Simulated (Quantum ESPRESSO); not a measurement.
# RbCaBr3 (Pm-3m): modes at Γ and the response to a field, part 3 of 3

Which modes does RbCaBr3 (Pm-3m) have at the zone centre?

Quantum ESPRESSO 7.5; DFT LDA, scalar-relativistic, plane waves, PseudoDojo norm-conserving pseudopotentials.

So far. Step 5 (Zone-centre response): The acoustic modes at Γ come out as far as 2.5 cm⁻¹ from zero, where they should vanish, a small numerical error; the Born charges miss their sum rule by 0.020 e, which is good. The lowest optical mode is imaginary, 18i cm⁻¹, an instability at this level and on this k mesh. The relaxed cell has a = 5.503 Å (conventional setting).

## Step 6: Modes with the sum rule (continued)

Unit eigenvectors of the mass-weighted matrix after the sum rule; no LO-TO term. Modes at Γ, with each element's share of the kinetic energy (negative means imaginary):

| mode | frequency (cm⁻¹) | Rb % | Ca % | Br % |
| --- | --- | --- | --- | --- |
| 1 | -18.3 | 72 | 0 | 28 |
| 2 | -18.3 | 72 | 0 | 28 |
| 3 | -18.3 | 72 | 0 | 28 |
| 4 | 0.0 | 23 | 11 | 66 |
| 5 | 0.0 | 23 | 11 | 66 |
| 6 | 0.0 | 23 | 11 | 66 |
| 7 | 22.2 | 0 | 0 | 100 |
| 8 | 22.2 | 0 | 0 | 100 |
| 9 | 22.2 | 0 | 0 | 100 |
| 10 | 66.0 | 4 | 28 | 67 |
| 11 | 66.0 | 4 | 28 | 67 |
| 12 | 66.0 | 4 | 28 | 67 |
| 13 | 239.0 | 0 | 60 | 40 |
| 14 | 239.0 | 0 | 60 | 40 |
| 15 | 239.0 | 0 | 60 | 40 |

Displacements in mode 2 (-18.3 cm⁻¹), the largest set to 1:
```
Rb1  0.32  1.00 -0.04
Ca2 -0.03 -0.09  0.00
Br3 -0.05 -0.44  0.02
Br4 -0.14 -0.14  0.02
Br5 -0.14 -0.44  0.01
```

Displacements in mode 15 (239.0 cm⁻¹), the largest set to 1:
```
Rb1  0.00  0.00  0.00
Ca2  0.00  0.00  1.00
Br3  0.00  0.00  0.04
Br4  0.00  0.00  0.04
Br5  0.00  0.00 -0.57
```

Degenerate modes summed, no LO-TO term; imaginary modes left out. Lines of the infrared spectrum (strongest = 100):

| position (cm⁻¹) | lines merged | IR intensity, relative |
| --- | --- | --- |
| 22 | 3 | 0.0 |
| 66 | 3 | 6.3 |
| 239 | 3 | 100 |

The rule moves no optical mode by more than 0.2 cm⁻¹.

## Step 7: Sum rules set otherwise: a sum rule for molecules or wires on a crystal

This rule also removes rotations, which suits molecules and not a crystal; it is tried to see the harm.

Contents of dynmat.in:

```
&INPUT
  fildyn = 'g.dyn'
  asr    = 'zero-dim'
  fileig = 'dynmat.eig'
  lperm  = .true.
/
```

On the command line:

```sh
dynmat.x -in dynmat.in > dynmat.out
```

Log:

```text
[banner, memory and clock lines left out]
Program DYNMAT v.7.5

     Reading Dynamical Matrix from file g.dyn
     ...Force constants read
     ...epsilon and Z* read
     Acoustic Sum Rule: || Z*(ASR) - Z*(orig)|| =    6.991437E-01
     Acoustic Sum Rule: ||dyn(ASR) - dyn(orig)||=    4.027050E-02
     A direction for q was not specified:TO-LO splitting will be absent

     Polarizability (A^3 units)
     multiply by 0.578642 for Clausius-Mossotti correction
        28.975977    0.000000    0.000000
         0.000000   28.975977    0.000000
         0.000000    0.000000   28.975977

     IR activities are in (D/A)^2/amu units

# mode   [cm-1]    [THz]      IR
    1    -18.16   -0.5444    0.9070
    2     -0.00   -0.0000    0.0000
    3     -0.00   -0.0000    0.0000
    4      0.00    0.0000    0.0000
    5      0.00    0.0000    0.0000
    6      0.00    0.0000    0.0000
    7      0.00    0.0000    0.0000
    8     10.47    0.3139    0.5699
    9     10.47    0.3139    0.5699
   10     44.10    1.3220    0.6527
   11     44.10    1.3220    0.6527
   12     66.09    1.9815    0.2812
   13    239.01    7.1654    4.4386
   14    241.15    7.2294    4.6609
   15    241.15    7.2294    4.6609

Electronic dielectric permittivity tensor (relative, adimensional)
         3.184557    0.000000    0.000000
         0.000000    3.184557    0.000000
         0.000000    0.000000    3.184557

 ... with zone-center polar mode contributions
         7.337479   -1.167525   -1.167525
        -1.167525    7.337479   -1.167525
        -1.167525   -1.167525    7.337479

[end of the log left out, with the tail of the file of modes that dynmat.x writes under the same name]
```

Elapsed: 0.68 s, on 1 thread of Intel Xeon at 2.70GHz, shared host.

The run ended normally, but on settings that are not sound.

The fault: a sum rule for molecules or wires on a crystal; 3 optical modes are projected out to zero frequency, as if they were rotations.

For a crystal the rule has to be 'simple' or 'crystal'.

Zone-centre frequencies as printed; negative means imaginary. Modes:

| mode | frequency (cm⁻¹) |
| --- | --- |
| 1 | -18.16 |
| 2 | 0 |
| 3 | 0 |
| 4 | 0 |
| 5 | 0 |
| 6 | 0 |
| 7 | 0 |
| 8 | 10.47 |
| 9 | 10.47 |
| 10 | 44.1 |
| 11 | 44.1 |
| 12 | 66.09 |
| 13 | 239 |
| 14 | 241.2 |
| 15 | 241.2 |

## Step 8: Modes along a direction of q (1 0 0)

A longitudinal polar mode sets up a macroscopic field that stiffens it; the term hangs on the direction from which q goes to zero.

Contents of dynmat.in:

```
&INPUT
  fildyn = 'g.dyn'
  asr    = 'simple'
  fileig = 'dynmat.eig'
  q(1)   = 1.0
  q(2)   = 0.0
  q(3)   = 0.0
/
```

On the command line:

```sh
dynmat.x -in dynmat.in > dynmat.out
```

Log:

```text
[banner, memory and clock lines left out]
Program DYNMAT v.7.5

     Reading Dynamical Matrix from file g.dyn
     ...Force constants read
     ...epsilon and Z* read

     Polarizability (A^3 units)
     multiply by 0.578642 for Clausius-Mossotti correction
        28.975977    0.000000    0.000000
         0.000000   28.975977    0.000000
         0.000000    0.000000   28.975977

     IR activities are in (D/A)^2/amu units

# mode   [cm-1]    [THz]      IR
    1    -18.27   -0.5478    0.9069
    2    -18.27   -0.5478    0.9069
    3     -0.00   -0.0000    0.0000
    4     -0.00   -0.0000    0.0000
    5      0.00    0.0000    0.0000
    6     22.15    0.6640    0.0000
    7     22.15    0.6640    0.0000
    8     22.15    0.6640    0.0000
    9     41.75    1.2516    0.2450
   10     66.03    1.9795    0.2816
   11     66.03    1.9795    0.2816
   12     76.49    2.2932    0.4075
   13    238.98    7.1645    4.4383
   14    238.98    7.1645    4.4383
   15    275.96    8.2730    4.9744

[end of the log left out, with the tail of the file of modes that dynmat.x writes under the same name]
```

Run time: 0.67 s. Hardware: 1 thread.

Numbers from this step:

```
highest mode moved by the LO-TO term : 276.0 cm⁻¹
```

Zone-centre frequencies as printed; negative means imaginary. Modes:

| mode | frequency (cm⁻¹) |
| --- | --- |
| 1 | -18.27 |
| 2 | -18.27 |
| 3 | 0 |
| 4 | 0 |
| 5 | 0 |
| 6 | 22.15 |
| 7 | 22.15 |
| 8 | 22.15 |
| 9 | 41.75 |
| 10 | 66.03 |
| 11 | 66.03 |
| 12 | 76.49 |
| 13 | 239 |
| 14 | 239 |
| 15 | 276 |

The field moves 3 modes; the highest of them now lies at 276 cm⁻¹, where the highest that moved away lay at 239.

## Step 9: What came out

```yaml
space_group_after_relaxation: Pm-3m
volume_per_atom: 33.3 Å³
gap_on_the_k_mesh: 3.90 eV
highest_optical_zone_centre_mode_no_lo_to_term: 239.0 cm⁻¹
lowest_optical_zone_centre_mode: -18.3 cm⁻¹
highest_mode_moved_by_the_lo_to_term: 276.0 cm⁻¹
mean_high_frequency_dielectric_constant: 3.18
largest_born_charge_in_size_third_of_the_trace: 2.46 e
imaginary_optical_modes_at_the_zone_centre_no_q_mesh_in_this_session: yes
```

What this shows: At the LDA level the optical modes of RbCaBr3 (Pm-3m) at the zone centre (no LO-TO term) run from 18i to 239 cm⁻¹, so the structure is a saddle point, with 3 modes beyond 10i cm⁻¹ there. Along the directions run, the highest mode that the macroscopic field moves lies at 276 cm⁻¹. Of the 12 optical modes, 9 are infrared active alone and 3 are silent. These are harmonic frequencies at zero temperature: anharmonic shifts and linewidths and thermal expansion are left out. The structure comes from a database and need not be the phase that is stable at ambient conditions.

[Host names and launcher messages were left out of these logs when they were recorded.]

[Logs are printed without paths, hosts, clocks, repeated set-up lines and the standing remarks that a program may print on its own settings, such as how far it seeks lower states.]

[Hosts, paths, dates, database ids (printed as entryN), source tags and the programs' standing remarks are cut or masked in the printed files.]
